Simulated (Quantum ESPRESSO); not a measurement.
# SiC (F-43m): phonons against volume, part 5 of 9

Aim: how the vibrations of SiC shift with volume, and the expansion that follows.

Quantum ESPRESSO 7.5; DFT LDA, scalar-relativistic, plane waves, GBRV ultrasoft pseudopotentials.

So far. Step 4 (Ground state at this cell): On a basis chosen for the relaxed cell the pressure is 0.019 GPa, small enough for phonons. Step 5 (Zone-centre response): The Born charges sum to zero within 0.0054 e; the rest is removed before use. Acoustic frequencies in this log differ from zero by the error of the sum rule, which ph.x does not impose.

## (6) Forces on a displaced cell

One atom (for the harmonic constants) or a pair of atoms (for the cubic ones) is moved by a few hundredths of an ångström; the forces on all atoms give a column of force constants. The threshold is tight because the forces are small.

System of this step: SiC. The cell holds 54 atoms: 27 Si and 27 C. Cell: a = 9.182 Å, b = 9.182 Å, c = 9.182 Å, α = 60.0°, β = 60.0°, γ = 60.0°. It derives from SiC, repeated 3×3×3.

Contents of disp-00001.in:

```
&control
   calculation = 'scf'
   prefix = 'x'
   outdir = './tmp'
   pseudo_dir = './pseudo'
   tprnfor = .true.
   disk_io = 'none'
/
&system
   ibrav = 0
   nat = 54
   ntyp = 2
   ecutwfc = 34.0
   ecutrho = 204.0
   occupations = 'fixed'
   nbnd = 110
/
&electrons
   conv_thr = 1.0d-11
   mixing_beta = 0.7
   electron_maxstep = 100
/
ATOMIC_SPECIES
 Si     28.0850  Si.upf
 C      12.0110  C.upf
CELL_PARAMETERS angstrom
     0.000000000    6.492680826    6.492680826
     6.492680826    0.000000000    6.492680826
     6.492680826    6.492680826    0.000000000
ATOMIC_POSITIONS crystal
 Si     0.002178166   0.000000000   0.000000000
 Si     0.333333333   0.000000000   0.000000000
 Si     0.666666667   0.000000000   0.000000000
 Si     0.000000000   0.333333333   0.000000000
 Si     0.333333333   0.333333333   0.000000000
 Si     0.666666667   0.333333333   0.000000000
 Si     0.000000000   0.666666667   0.000000000
 Si     0.333333333   0.666666667   0.000000000
 Si     0.666666667   0.666666667   0.000000000
 Si     0.000000000   0.000000000   0.333333333
 Si     0.333333333   0.000000000   0.333333333
 Si     0.666666667   0.000000000   0.333333333
 Si     0.000000000   0.333333333   0.333333333
 Si     0.333333333   0.333333333   0.333333333
 Si     0.666666667   0.333333333   0.333333333
 Si     0.000000000   0.666666667   0.333333333
 Si     0.333333333   0.666666667   0.333333333
 Si     0.666666667   0.666666667   0.333333333
 Si     0.000000000   0.000000000   0.666666667
 Si     0.333333333   0.000000000   0.666666667
 Si     0.666666667   0.000000000   0.666666667
 Si     0.000000000   0.333333333   0.666666667
 Si     0.333333333   0.333333333   0.666666667
 Si     0.666666667   0.333333333   0.666666667
 Si     0.000000000   0.666666667   0.666666667
 Si     0.333333333   0.666666667   0.666666667
 Si     0.666666667   0.666666667   0.666666667
 C      0.083333333   0.083333333   0.083333333
 C      0.416666667   0.083333333   0.083333333
 C      0.750000000   0.083333333   0.083333333
 C      0.083333333   0.416666667   0.083333333
 C      0.416666667   0.416666667   0.083333333
 C      0.750000000   0.416666667   0.083333333
 C      0.083333333   0.750000000   0.083333333
 C      0.416666667   0.750000000   0.083333333
 C      0.750000000   0.750000000   0.083333333
 C      0.083333333   0.083333333   0.416666667
 C      0.416666667   0.083333333   0.416666667
 C      0.750000000   0.083333333   0.416666667
 C      0.083333333   0.416666667   0.416666667
 C      0.416666667   0.416666667   0.416666667
 C      0.750000000   0.416666667   0.416666667
 C      0.083333333   0.750000000   0.416666667
 C      0.416666667   0.750000000   0.416666667
 C      0.750000000   0.750000000   0.416666667
 C      0.083333333   0.083333333   0.750000000
 C      0.416666667   0.083333333   0.750000000
 C      0.750000000   0.083333333   0.750000000
 C      0.083333333   0.416666667   0.750000000
 C      0.416666667   0.416666667   0.750000000
 C      0.750000000   0.416666667   0.750000000
 C      0.083333333   0.750000000   0.750000000
 C      0.416666667   0.750000000   0.750000000
 C      0.750000000   0.750000000   0.750000000
K_POINTS automatic
 3 3 3 0 0 0
```

Started as:

```bash
$ OMP_NUM_THREADS=1 mpirun -n 4 pw.x -nk 4 -in disp-00001.in > disp-00001.out
```

Output:

```text
[banner, memory and clock lines left out]
Program PWSCF v.7.5

     Message from routine setup:
     using ibrav=0 with symmetry is DISCOURAGED, use correct ibrav instead

     G-vector sticks info

     bravais-lattice index     =            0
     lattice parameter (alat)  =      17.3515  a.u.
     unit-cell volume          =    3694.0159 (a.u.)^3
     number of atoms/cell      =           54
     number of atomic types    =            2
     number of electrons       =       216.00
     number of Kohn-Sham states=          110
     kinetic-energy cutoff     =      34.0000  Ry
     charge density cutoff     =     204.0000  Ry
     scf convergence threshold =      1.0E-11
     mixing beta               =       0.7000
     number of iterations used =            8  plain     mixing
     Exchange-correlation= SLA  PZ   NOGX NOGC
                           (   1   1   0   0   0   0   0)

     celldm(1)=  17.351536  celldm(2)=   0.000000  celldm(3)=   0.000000
     celldm(4)=   0.000000  celldm(5)=   0.000000  celldm(6)=   0.000000

     crystal axes: (cart. coord. in units of alat)
               a(1) = (   0.000000   0.707107   0.707107 )
               a(2) = (   0.707107   0.000000   0.707107 )
               a(3) = (   0.707107   0.707107   0.000000 )

     reciprocal axes: (cart. coord. in units 2 pi/alat)
               b(1) = ( -0.707107  0.707107  0.707107 )
               b(2) = (  0.707107 -0.707107  0.707107 )
               b(3) = (  0.707107  0.707107 -0.707107 )

     PseudoPot. # 1 for Si read from file:
     ./pseudo/Si.upf
     Pseudo is Ultrasoft + core correction, Zval =  4.0
     Using radial grid of  899 points,  6 beta functions with:
                l(1) =   0
                l(2) =   0
                l(3) =   1
                l(4) =   1
                l(5) =   2
                l(6) =   2
     Q(r) pseudized with  8 coefficients,  rinner =    0.900   0.900   0.900
                                                       0.900   0.900

     PseudoPot. # 2 for C  read from file:
     ./pseudo/C.upf
     Pseudo is Ultrasoft + core correction, Zval =  4.0
     Using radial grid of  721 points,  4 beta functions with:
                l(1) =   0
                l(2) =   0
                l(3) =   1
                l(4) =   1
     Q(r) pseudized with  8 coefficients,  rinner =    1.100   1.100   1.100

     atomic species   valence    mass     pseudopotential
     Si                4.00    28.08500     Si( 1.00)
     C                 4.00    12.01100     C ( 1.00)

      2 Sym. Ops. (no inversion) found

   Cartesian axes

     site n.     atom                  positions (alat units)
         1        Si     tau(   1) = (   0.0000000   0.0015402   0.0015402  )
         2        Si     tau(   2) = (   0.0000000   0.2357023   0.2357023  )
         3        Si     tau(   3) = (   0.0000000   0.4714045   0.4714045  )
         4        Si     tau(   4) = (   0.2357023   0.0000000   0.2357023  )
         5        Si     tau(   5) = (   0.2357023   0.2357023   0.4714045  )
         6        Si     tau(   6) = (   0.2357023   0.4714045   0.7071068  )
         7        Si     tau(   7) = (   0.4714045   0.0000000   0.4714045  )
         8        Si     tau(   8) = (   0.4714045   0.2357023   0.7071068  )
         9        Si     tau(   9) = (   0.4714045   0.4714045   0.9428090  )
        10        Si     tau(  10) = (   0.2357023   0.2357023   0.0000000  )
        11        Si     tau(  11) = (   0.2357023   0.4714045   0.2357023  )
        12        Si     tau(  12) = (   0.2357023   0.7071068   0.4714045  )
        13        Si     tau(  13) = (   0.4714045   0.2357023   0.2357023  )
        14        Si     tau(  14) = (   0.4714045   0.4714045   0.4714045  )
        15        Si     tau(  15) = (   0.4714045   0.7071068   0.7071068  )
        16        Si     tau(  16) = (   0.7071068   0.2357023   0.4714045  )
[...]
20        Si     tau(  20) = (   0.4714045   0.7071068   0.2357023  )
        21        Si     tau(  21) = (   0.4714045   0.9428090   0.4714045  )
        22        Si     tau(  22) = (   0.7071068   0.4714045   0.2357023  )
        23        Si     tau(  23) = (   0.7071068   0.7071068   0.4714045  )
        24        Si     tau(  24) = (   0.7071068   0.9428090   0.7071068  )
        25        Si     tau(  25) = (   0.9428090   0.4714045   0.4714045  )
        26        Si     tau(  26) = (   0.9428090   0.7071068   0.7071068  )
        27        Si     tau(  27) = (   0.9428090   0.9428090   0.9428090  )
        28        C      tau(  28) = (   0.1178511   0.1178511   0.1178511  )
        29        C      tau(  29) = (   0.1178511   0.3535534   0.3535534  )
        30        C      tau(  30) = (   0.1178511   0.5892557   0.5892557  )
        31        C      tau(  31) = (   0.3535534   0.1178511   0.3535534  )
        32        C      tau(  32) = (   0.3535534   0.3535534   0.5892557  )
        33        C      tau(  33) = (   0.3535534   0.5892557   0.8249579  )
        34        C      tau(  34) = (   0.5892557   0.1178511   0.5892557  )
        35        C      tau(  35) = (   0.5892557   0.3535534   0.8249579  )
        36        C      tau(  36) = (   0.5892557   0.5892557   1.0606602  )
        37        C      tau(  37) = (   0.3535534   0.3535534   0.1178511  )
        38        C      tau(  38) = (   0.3535534   0.5892557   0.3535534  )
        39        C      tau(  39) = (   0.3535534   0.8249579   0.5892557  )
        40        C      tau(  40) = (   0.5892557   0.3535534   0.3535534  )
        41        C      tau(  41) = (   0.5892557   0.5892557   0.5892557  )
        42        C      tau(  42) = (   0.5892557   0.8249579   0.8249579  )
        43        C      tau(  43) = (   0.8249579   0.3535534   0.5892557  )
[...]
47        C      tau(  47) = (   0.5892557   0.8249579   0.3535534  )
        48        C      tau(  48) = (   0.5892557   1.0606602   0.5892557  )
        49        C      tau(  49) = (   0.8249579   0.5892557   0.3535534  )
        50        C      tau(  50) = (   0.8249579   0.8249579   0.5892557  )
        51        C      tau(  51) = (   0.8249579   1.0606602   0.8249579  )
        52        C      tau(  52) = (   1.0606602   0.5892557   0.5892557  )
        53        C      tau(  53) = (   1.0606602   0.8249579   0.8249579  )
        54        C      tau(  54) = (   1.0606602   1.0606602   1.0606602  )

     number of k points=    10
                       cart. coord. in units 2pi/alat
        k(    1) = (   0.0000000   0.0000000   0.0000000), wk =   0.0740741
[...]
iteration #  7     ecut=    34.00 Ry     beta= 0.70
     Davidson diagonalization with overlap
     ethr =  4.21E-07,  avg # of iterations =  2.0

     total energy              =    -572.39533537 Ry
     estimated scf accuracy    <       0.00007785 Ry

     iteration #  8     ecut=    34.00 Ry     beta= 0.70
     Davidson diagonalization with overlap
     ethr =  3.60E-08,  avg # of iterations =  4.0

     total energy              =    -572.39534370 Ry
     estimated scf accuracy    <       0.00001855 Ry

     iteration #  9     ecut=    34.00 Ry     beta= 0.70
     Davidson diagonalization with overlap
     ethr =  8.59E-09,  avg # of iterations =  3.4

     total energy              =    -572.39534872 Ry
     estimated scf accuracy    <       0.00000026 Ry

     iteration # 10     ecut=    34.00 Ry     beta= 0.70
     Davidson diagonalization with overlap
     ethr =  1.22E-10,  avg # of iterations =  6.4

     total energy              =    -572.39534932 Ry
     estimated scf accuracy    <       0.00000079 Ry

     iteration # 11     ecut=    34.00 Ry     beta= 0.70
     Davidson diagonalization with overlap
     ethr =  1.22E-10,  avg # of iterations =  2.0

     total energy              =    -572.39534935 Ry
     estimated scf accuracy    <       0.00000009 Ry

     iteration # 12     ecut=    34.00 Ry     beta= 0.70
     Davidson diagonalization with overlap
     ethr =  4.23E-11,  avg # of iterations =  2.0

     total energy              =    -572.39534937 Ry
     estimated scf accuracy    <          1.5E-09 Ry

     iteration # 13     ecut=    34.00 Ry     beta= 0.70
     Davidson diagonalization with overlap
     ethr =  6.96E-13,  avg # of iterations =  4.7

     total energy              =    -572.39534937 Ry
     estimated scf accuracy    <          5.6E-10 Ry

     iteration # 14     ecut=    34.00 Ry     beta= 0.70
     Davidson diagonalization with overlap
     ethr =  2.60E-13,  avg # of iterations =  2.0

     total energy              =    -572.39534937 Ry
     estimated scf accuracy    <          1.8E-10 Ry

     iteration # 15     ecut=    34.00 Ry     beta= 0.70
     Davidson diagonalization with overlap
     ethr =  1.00E-13,  avg # of iterations =  2.0

     End of self-consistent calculation

          k = 0.0000 0.0000 0.0000 ( 12339 PWs)   bands (ev):

    -6.0027  -3.9050  -3.8910  -3.8878  -3.8877  -3.8877  -3.8877  -3.8845
    -3.8717  -3.1764  -3.1661  -3.1652  -3.1652  -3.1643  -3.1538  -1.2349
    -1.2116  -1.2096  -1.2090  -1.2085  -1.2079  -1.2079  -1.2073  -1.2067
    -1.2062  -1.2042  -1.1808   2.3739   2.3818   2.3825   2.3860   2.3872
     2.3887   2.3887   2.3902   2.3912   2.3946   2.3954   2.4030   3.2453
     3.2477   3.2540   3.2542   3.2543   3.2543   3.2605   3.2629   3.7045
     3.7090   3.7159   3.7180   3.7182   3.7190   3.7191   3.7200   3.7201
     3.7223   3.7295   3.7336   4.4458   4.4524   4.4526   4.4528   4.4529
     4.4597   6.8156   6.8220   6.8220   6.8263   6.8275   6.8277   6.8277
     6.8278   6.8291   6.8331   6.8331   6.8390   7.2611   7.2666   7.2673
     7.2703   7.2722   7.2725   7.2725   7.2727   7.2748   7.2778   7.2786
     7.2843   8.6020   8.6157   8.6170   8.6193   8.6237   8.6241   8.6242
     8.6245   8.6249   8.6252   8.6253   8.6256   8.6302   8.6324   8.6337
     8.6482   9.4733   9.4767   9.4804  12.0694  12.0735

          k = 0.2357 0.2357-0.2357 ( 12371 PWs)   bands (ev):

    -5.7571  -5.0329  -4.1056  -4.0993  -4.0937  -3.8592  -3.8534  -3.8474
    -3.2493  -3.2433  -3.2375  -2.5991  -2.2596  -2.2534  -2.2476  -2.1235
    -2.1175  -2.1113  -1.2031  -1.1926  -1.1922  -1.1921  -1.1916  -1.1827
[...]
8.9535   8.9592   9.3096   9.3154  11.9424  11.9478

          k = 0.4714 0.0000-0.0000 ( 12363 PWs)   bands (ev):

[...]
9.0396   9.0431   9.0432   9.0463  10.9227  13.2836

          k =-0.0000-0.4714 0.4714 ( 12398 PWs)   bands (ev):

[...]
8.5989   8.7029   8.7032   9.3683  11.4077  12.3156

          k =-0.2357 0.2357 0.2357 ( 12371 PWs)   bands (ev):

[...]
8.9533   8.9565   9.3094   9.3125  11.9456  11.9513

          k = 0.2357 0.2357 0.2357 ( 12371 PWs)   bands (ev):

[...]
8.9558   8.9592   9.3123   9.3158  11.9446  11.9498

          k =-0.0000 0.4714 0.0000 ( 12363 PWs)   bands (ev):

[...]
9.0357   9.0409   9.0450   9.0511  10.9227  13.2802

          k =-0.0000-0.4714-0.4714 ( 12398 PWs)   bands (ev):

[...]
8.5990   8.6997   8.7064   9.3682  11.4077  12.3156

          k =-0.4714-0.0000-0.4714 ( 12398 PWs)   bands (ev):

[...]
8.6014   8.6991   8.7045   9.3709  11.4080  12.3152

          k = 0.4714 0.0000-0.4714 ( 12398 PWs)   bands (ev):

[...]
2.6402   2.6482   2.9855   2.9908   3.6062   3.6106   3.6146   3.6167
     4.1357   4.2682   4.2724   5.0374   5.0432   5.0457   5.0505   5.2648
     5.2706   5.3505   5.4875   5.4918   5.5772   5.5808   5.6763   5.6922
     5.6953   6.1299   6.1335   6.1346   6.1401   6.2473   6.2510   6.2970
     6.3016   6.3039   6.3144   6.3623   6.3947   6.3961   6.3981   6.4015
     6.6772   6.6826   7.0212   7.0245   7.2155   7.2412   7.2515   7.3665
     7.3688   7.4994   7.5028   7.5039   7.5129   7.9588   7.9600   7.9635
     7.9680   8.1736   8.1841   8.2438   8.3985   8.4089   8.4902   8.4995
     8.5970   8.7014   8.7072   9.3658  11.4074  12.3138

     highest occupied, lowest unoccupied level (ev):     9.4804   10.9227

!    total energy              =    -572.39534937 Ry
     estimated scf accuracy    <          7.8E-12 Ry

     The total energy is the sum of the following terms:
     one-electron contribution =     154.25543345 Ry
     hartree contribution      =      62.05843295 Ry
     xc contribution           =    -219.70992384 Ry
     ewald contribution        =    -568.99929194 Ry

     convergence has been achieved in  15 iterations

     Forces acting on atoms (cartesian axes, Ry/au):

     atom    1 type  1   force =    -0.00048788   -0.01436633   -0.01436633
     atom    2 type  1   force =    -0.00026981    0.00151001    0.00151001
     atom    3 type  1   force =     0.00027513    0.00148112    0.00148112
     atom    4 type  1   force =     0.00098586   -0.00097396    0.00077707
     atom    5 type  1   force =     0.00000388    0.00030240    0.00030095
     atom    6 type  1   force =    -0.00099168    0.00078086   -0.00097654
     atom    7 type  1   force =     0.00071432   -0.00069665    0.00051205
     atom    8 type  1   force =    -0.00071833    0.00050095   -0.00070927
     atom    9 type  1   force =    -0.00000326    0.00029844    0.00030500
     atom   10 type  1   force =     0.00098586    0.00077707   -0.00097396
     atom   11 type  1   force =     0.00000388    0.00030095    0.00030240
     atom   12 type  1   force =    -0.00099168   -0.00097654    0.00078086
     atom   13 type  1   force =     0.00029968    0.00000351    0.00000351
     atom   14 type  1   force =    -0.00030266   -0.00000251   -0.00000251
     atom   15 type  1   force =    -0.00000142    0.00000425    0.00000425
     atom   16 type  1   force =    -0.00000468   -0.00021580   -0.00020372
[...]
atom   47 type  2   force =     0.00023297   -0.00005786   -0.00030083
     atom   48 type  2   force =    -0.00023090   -0.00029988   -0.00005953
     atom   49 type  2   force =    -0.00006482    0.00023984   -0.00015147
     atom   50 type  2   force =    -0.00000143   -0.00008202   -0.00008218
     atom   51 type  2   force =     0.00006632   -0.00015125    0.00023781
     atom   52 type  2   force =    -0.00015013    0.00000492    0.00000492
     atom   53 type  2   force =     0.00014784    0.00000885    0.00000885
     atom   54 type  2   force =     0.00000079   -0.00003368   -0.00003368

     Total force =     0.023275     Total SCF correction =     0.000004
     Message from routine punch:
     Nothing written, as per user request (disk_io='none')
```

It took 6.7 min on 4 MPI ranks of Arm Neoverse V1, shared host.

This step gave:

| Quantity | Value |
| --- | --- |
| gap on the k-mesh | 1.442 eV |

Force (size) by element, in eV/Å:

```
element  atoms   mean  spread (r.m.s.)  least  largest
     Si     27  0.038            0.096  0.000    0.523
      C     27  0.022            0.045  0.001    0.182
```

The atoms with the largest values:

| atom | x, y, z (Å) | force (eV/Å) |
| --- | --- | --- |
| Si1 | 0.00, 0.01, 0.01 | -0.013, -0.369, -0.369 |
| C28 | 1.08, 1.08, 1.08 | 0.078, 0.117, 0.117 |
| C30 | 1.08, 5.41, 5.41 | -0.066, 0.107, 0.107 |
| C34 | 5.41, 1.08, 5.41 | 0.001, 0.040, 0.041 |
| C46 | 5.41, 5.41, 1.08 | 0.001, 0.041, 0.040 |
| Si2 | 0.00, 2.16, 2.16 | -0.007, 0.039, 0.039 |
| Si3 | 0.00, 4.33, 4.33 | 0.007, 0.038, 0.038 |
| Si6 | 2.16, 4.33, 6.49 | -0.025, 0.020, -0.025 |

At this level the gap is 1.44 eV on the k-mesh of the self-consistent run, which can miss the band edges.

## (7) Forces on a displaced cell

One atom (for the harmonic constants) or a pair of atoms (for the cubic ones) is moved by a few hundredths of an ångström; the forces on all atoms give a column of force constants. The threshold is tight because the forces are small.

disp-00002.in, as its differences from disp-00001.in of step 6:

```diff
@@ -30,3 +30,3 @@
 ATOMIC_POSITIONS crystal
- Si     0.002178166   0.000000000   0.000000000
+ Si     0.000000000   0.000000000   0.000000000
  Si     0.333333333   0.000000000   0.000000000
@@ -57,3 +57,3 @@
  Si     0.666666667   0.666666667   0.666666667
- C      0.083333333   0.083333333   0.083333333
+ C      0.085511499   0.083333333   0.083333333
  C      0.416666667   0.083333333   0.083333333
```

Started as:

```bash
$ OMP_NUM_THREADS=1 mpirun -n 4 pw.x -nk 4 -in disp-00002.in > disp-00002.out
```

Output:

```text
[banner, memory and clock lines left out]
Program PWSCF v.7.5

     Message from routine setup:
     using ibrav=0 with symmetry is DISCOURAGED, use correct ibrav instead

     G-vector sticks info

     bravais-lattice index     =            0
     lattice parameter (alat)  =      17.3515  a.u.
     unit-cell volume          =    3694.0159 (a.u.)^3
     number of atoms/cell      =           54
     number of atomic types    =            2
     number of electrons       =       216.00
[...]
atom    1 type  1   force =     0.00254767    0.00415976    0.00415976
     atom    2 type  1   force =    -0.00302779    0.00453222    0.00453222
     atom    3 type  1   force =     0.00000184   -0.00038100   -0.00038100
[...]
atom   53 type  2   force =    -0.00000054   -0.00002324   -0.00002324
     atom   54 type  2   force =    -0.00002605    0.00001304    0.00001304

     Total force =     0.022135     Total SCF correction =     0.000004
     Message from routine punch:
     Nothing written, as per user request (disk_io='none')
[key lines of the parts left out:]
!    total energy              =    -572.39536484 Ry
convergence has been achieved in  16 iterations
```

Wall time 7 min (4 MPI ranks); 28 min of CPU time.

(Continued in part 6 of 9.)

[Logs are printed without paths, hosts, clocks, repeated set-up lines and the standing remarks that a program may print on its own settings, such as how far it seeks lower states.]

[Hosts, paths, dates, database ids (printed as entryN), source tags and the programs' standing remarks are cut or masked in the printed files.]

[A step with changed settings may run another functional than the one named; its input shows which.]

[Of the runs on displaced cells, only some may be shown.]
